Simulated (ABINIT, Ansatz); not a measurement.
# Quasiparticle gap of Si3N4 (Fd-3m) in ABINIT, part 3 of 3

Aim: the G0W0 gap of Si3N4 (Fd-3m) on PBE, step by step.

ABINIT 10.8.3; PBE and many-body steps on it, plane waves. Known limits of the many-body steps: not at the basis limit.

So far. Step 4 (Empty states on the mesh, 4×4×4 mesh, 941 bands): On this mesh the gap is 3.398 eV. Step 5 (Screening, 4×4×4 mesh, 368 bands, screening to 212.2 eV): Local fields lower ε∞ by 8 %.

## Step 6: Self-energy, 4×4×4 mesh, 368 bands, screening to 212.2 eV

The self-energy is evaluated for the states that the input lists, and the levels follow from it, in one-shot runs by the linearised quasiparticle equation.

This step: G0W0 on PBE, plane waves, norm-conserving pseudopotentials.

Contents of run.abi:

```
acell 3*1.0 Angstrom
rprim 
  -0.000000000000 3.893718000000 3.893718000000
  3.893718000000 0.000000000000 3.893718000000
  3.893718000000 3.893718000000 -0.000000000000
ntypat 2
znucl 14 7
natom 14
typat 1 1 1 1 1 1 2 2 2 2 2 2 2 2
xred 
  0.125000000000 0.125000000000 0.625000000000
  0.125000000000 0.625000000000 0.125000000000
  0.625000000000 0.125000000000 0.125000000000
  0.125000000000 0.125000000000 0.125000000000
  0.750000000000 0.750000000000 0.750000000000
  0.500000000000 0.500000000000 0.500000000000
  0.367563000000 0.367563000000 0.367563000000
  0.352689000000 0.882437000000 0.882437000000
  0.882437000000 0.882437000000 0.352689000000
  0.882437000000 0.352689000000 0.882437000000
  0.367563000000 0.367563000000 0.897311000000
  0.367563000000 0.897311000000 0.367563000000
  0.882437000000 0.882437000000 0.882437000000
  0.897311000000 0.367563000000 0.367563000000
pp_dirpath "pseudos"
pseudos "Si.upf, N.upf"
ecut 36
ngkpt 4 4 4
nshiftk 1
shiftk 0 0 0
kptopt 1
chksymbreak 0
istwfk *1
occopt 1
irdwfk 1
optdriver 4
nband 368
gwcalctyp 0
ecutsigx 36
symsigma 1
nkptgw 2
kptgw 
  -0.2500000000 0.2500000000 0.0000000000
  0.0000000000 0.0000000000 0.0000000000
bdgw 
  31 34
  30 35
ecuteps 7.8
irdscr 1
ppmodel 1
indata_prefix "in"
outdata_prefix "out"
tmpdata_prefix "tmp"
```

Run with:

```bash
$ OMP_NUM_THREADS=1 mpirun -n 16 abinit run.abi > log
```

Numbers of over 12 decimals in the logs are rounded to 6 here.

Log:

```text
.Version 10.8.3 of ABINIT. v10.8.2 released Aug 2026.

 Symmetries : space group Fd -3 m (#227); Bravais cF (face-center cubic)
[... echo of the input left out ...]
== DATASET  1 ==================================================================
-   mpi_nproc: 16, omp_nthreads: 1 (-1 if OMP is not activated)

--- !DatasetInfo
iteration_state: {dtset: 1, }
dimensions: {natom: 14, nkpt: 8, mband: 368, nsppol: 1, nspinor: 1, nspden: 1, mpw: 8242, }
cutoff_energies: {ecut:  36.0, pawecutdg:  -1.0, }
electrons: {nelect:   6.40000000E+01, charge:   0.00000000E+00, occopt:   1.00000000E+00, tsmear:   1.00000000E-02, }

 SIGMA: Calculation of the GW corrections

 Based on a program developped by R.W. Godby, V. Olevano, G. Onida, and L. Reining.
 Incorporated in ABINIT by V. Olevano, G.-M. Rignanese, and M. Torrent.
.Using double precision arithmetic ; gwpc =  8

[... cell and pseudopotentials left out ...]
--------------------------------------------------------------------------------

 ==== K-mesh for the wavefunctions ====
 Number of points in the irreducible wedge :     8
[... list of points left out ...]
 Together with 48 symmetry operations and time-reversal symmetry
 yields    64 points in the full Brillouin Zone.

 ==== Q-mesh for screening function ====
 Number of points in the irreducible wedge :     8
[... list of points left out ...]
 Together with 48 symmetry operations and time-reversal symmetry
 yields    64 points in the full Brillouin Zone.

 vcoul_init : cutoff-mode = AUXILIARY_FUNCTION
 q-points for optical limit:   1
     1)      0.000010    0.000020    0.000030
 setmesh: FFT mesh size selected  =    60x   60x   60
          total number of points  =       216000

 Number of electrons calculated from density =   64.0000; Expected =   64.0000
 average of density, n =  0.080327
 r_s =    1.4378
 omega_plasma =   27.3392 [eV]

 === KS Band Gaps ===
  >>>> For spin  1
   Minimum direct gap =   3.4065 [eV], located at k-point      :   0.0000  0.0000  0.0000
   Fundamental gap    =   3.3982 [eV], Top of valence bands at :  -0.2500  0.2500  0.0000
                                       Bottom of conduction at :   0.0000  0.0000  0.0000
 SIGMA fundamental parameters:
 PLASMON POLE MODEL  1
 number of plane-waves for SigmaX                 8099
 number of plane-waves for SigmaC and W            869
 number of plane-waves for wavefunctions          8099
 number of bands                                   368
 number of independent spin polarizations            1
 number of spinorial components                      1
 number of k-points in IBZ                           8
 number of q-points in IBZ                           8
 number of symmetry operations                      48
 number of k-points in BZ                           64
 number of q-points in BZ                           64
 number of frequencies for dSigma/dE                 9
 frequency step for dSigma/dE [eV]                0.25
 number of omega for Sigma on real axis              0
 max omega for Sigma on real axis  [eV]           0.00
 zcut for avoiding poles [eV]                     0.10

 EPSILON^-1 parameters (SCR file):
 dimension of the eps^-1 matrix on file            869
 dimension of the eps^-1 matrix used               869
 number of plane-waves for wavefunctions          8099
 number of bands                                   368
 number of q-points in IBZ                           8
 number of frequencies                               2
 number of real frequencies                          1
 number of imag frequencies                          1

 matrix elements of self-energy operator (all in [eV])

 Perturbative Calculation

--- !SelfEnergy_ee
iteration_state: {dtset: 1, }
kpoint     : [  -0.250,    0.250,    0.000, ]
spin       : 1
KS_gap     :    5.115
QP_gap     :    6.276
Delta_QP_KS:    1.161
data: !SigmaeeData |
     Band     E0 <VxcDFT>   SigX SigC(E0)      Z dSigC/dE  Sig(E)    E-E0       E
       31   6.775 -16.875 -20.847   3.151   0.805  -0.242 -17.536  -0.661   6.114
       32   7.618 -17.761 -21.506   3.065   0.806  -0.241 -18.309  -0.548   7.070
       33  12.732 -11.639  -6.570  -4.335   0.836  -0.196 -11.026   0.613  13.346
       34  13.235 -12.251  -7.001  -4.393   0.832  -0.202 -11.538   0.713  13.948

--- !SelfEnergy_ee
iteration_state: {dtset: 1, }
kpoint     : [   0.000,    0.000,    0.000, ]
spin       : 1
KS_gap     :    3.406
QP_gap     :    4.519
Delta_QP_KS:    1.113
data: !SigmaeeData |
     Band     E0 <VxcDFT>   SigX SigC(E0)      Z dSigC/dE  Sig(E)    E-E0       E
       30   7.609 -17.688 -21.460   3.044   0.806  -0.240 -18.275  -0.587   7.023
       31   7.609 -17.688 -21.460   3.044   0.806  -0.240 -18.275  -0.587   7.023
       32   7.609 -17.688 -21.460   3.044   0.806  -0.240 -18.275  -0.587   7.023
       33  11.016 -11.369  -6.697  -4.046   0.839  -0.191 -10.843   0.526  11.542
       34  11.016 -11.369  -6.697  -4.046   0.839  -0.191 -10.843   0.526  11.542
       35  11.016 -11.369  -6.697  -4.046   0.839  -0.191 -10.843   0.526  11.542

== END DATASET(S) ==============================================================
================================================================================

 -outvars: echo values of variables after computation  --------
           etotal      0.0000000000E+00
            nband         368
             nkpt           8
          spgroup         227
 [... the other variables as echoed above ...]

 Calculation completed.
```

Run time: 4.4 min. Hardware: 16 MPI ranks of Arm Neoverse N1, shared host; peak memory 14 GiB; 70 min of CPU time.

This step gave:

```
G0W0 gap on the points computed              : 4.472 eV
starting gap on the mesh                     : 3.398 eV
k of the valence top                         : -0.25, 0.25, 0
k of the conduction bottom                   : 0, 0, 0
Z at the valence top                         : 0.806
Z at the conduction bottom                   : 0.839
least direct G0W0 gap on the computed points : 4.519 eV
```

The gap on the mesh goes from 3.40 eV to 4.47 eV, a correction of +1.07 eV.

Limits: finite bands, cutoff and mesh. v1 is the top filled band, c1 the lowest empty one. The levels before and after the correction (eV, zero at the valence-band top of each column):

```
           conduction bottom  valence top
Kohn-Sham               3.40         0.00
     G0W0               4.47         0.00
```

```
                       level  energy (eV)
Kohn-Sham  (-0.25 0.25 0) v2       -0.842
Kohn-Sham  (-0.25 0.25 0) v1        0.000
Kohn-Sham  (-0.25 0.25 0) c1        5.115
Kohn-Sham  (-0.25 0.25 0) c2        5.618
Kohn-Sham            Γ v3-v1       -0.008
Kohn-Sham            Γ c1-c3        3.398
     G0W0  (-0.25 0.25 0) v2       -0.956
     G0W0  (-0.25 0.25 0) v1        0.000
     G0W0  (-0.25 0.25 0) c1        6.276
     G0W0  (-0.25 0.25 0) c2        6.878
     G0W0            Γ v3-v1       -0.047
     G0W0            Γ c1-c3        4.472
```

## Step 7: Where the time went

Times are wall times on the hardware named with each run. The host was busy with other work, so they are no guide to cost.

```
                          step     time  share  memory (GiB)
                  ground state     55 s    1 %             2
bands along the symmetry lines     57 s    1 %           1.4
      empty states on the mesh   39 min   52 %             2
                     screening   29 min   39 %            17
                   self-energy  4.4 min    6 %            14
```

## Step 8: Results

| Item | Value |
| --- | --- |
| PBE gap | 3.37 eV, indirect (only 36 meV under the direct gap) |
| G0W0 gap on the mesh | 4.47 eV |
| G0W0 gap over the zone (rigid shift) | 4.44 eV |
| GW settings | 4×4×4 mesh, 368 bands, screening to 212.2 eV, Godby-Needs plasmon pole |
| known limits | not at the basis limit |

In words: G0W0 moves the gap on the mesh from 3.40 eV to 4.47 eV (+1.07 eV), with Z of 0.81 and 0.84 at the edges. The mesh misses the band edges by 0.03 eV in all; a rigid shift gives 4.44 eV for the zone. Local fields lower the RPA ε∞ on this mesh from 5.43 to 4.99. Only 2 of the mesh's irreducible points were corrected, so a valley elsewhere could overtake. Against experiment, by G0W0@PBE: the gap of 4.44 eV lies +0.14 eV from the measured 4.3 ± 0.25 eV (electronic, quoted 2016). The calculation has static nuclei and no excitons; a measured gap holds zero-point and thermal motion, which mostly lowers it. Bands and cutoff are finite, so the gap is not at the basis limit. The miss can reach some tenths of an eV and take either sign; the mesh is an error of its own. In the G0W0 run levels were corrected at 2 k points alone, so a gap called «on the mesh» is the least over those, and an edge elsewhere would be missed.

[Paths, hosts, dates, memory and timing lines, banners, echoed tables and standing remarks are left out of the program output.]

[Logs are printed without paths, hosts, clocks, repeated set-up lines and the standing remarks that a program may print on its own settings, such as how far it seeks lower states.]

[Runs of the session that timed out or met a known fault of the program may be left out.]

[Hosts, paths, dates, database ids (printed as entryN), source tags and the programs' standing remarks are cut or masked in the printed files.]

[G0W0 gaps are taken among the corrected bands and points alone; a level outside them can change the order at an edge.]

[Where Ansatz stands beside ABINIT at settings called matched, ABINIT's density can come from a denser mesh and the files from another edition; pairs whose starting gaps differed by over 0.03 eV were left out, so agreement reads better than it is.]
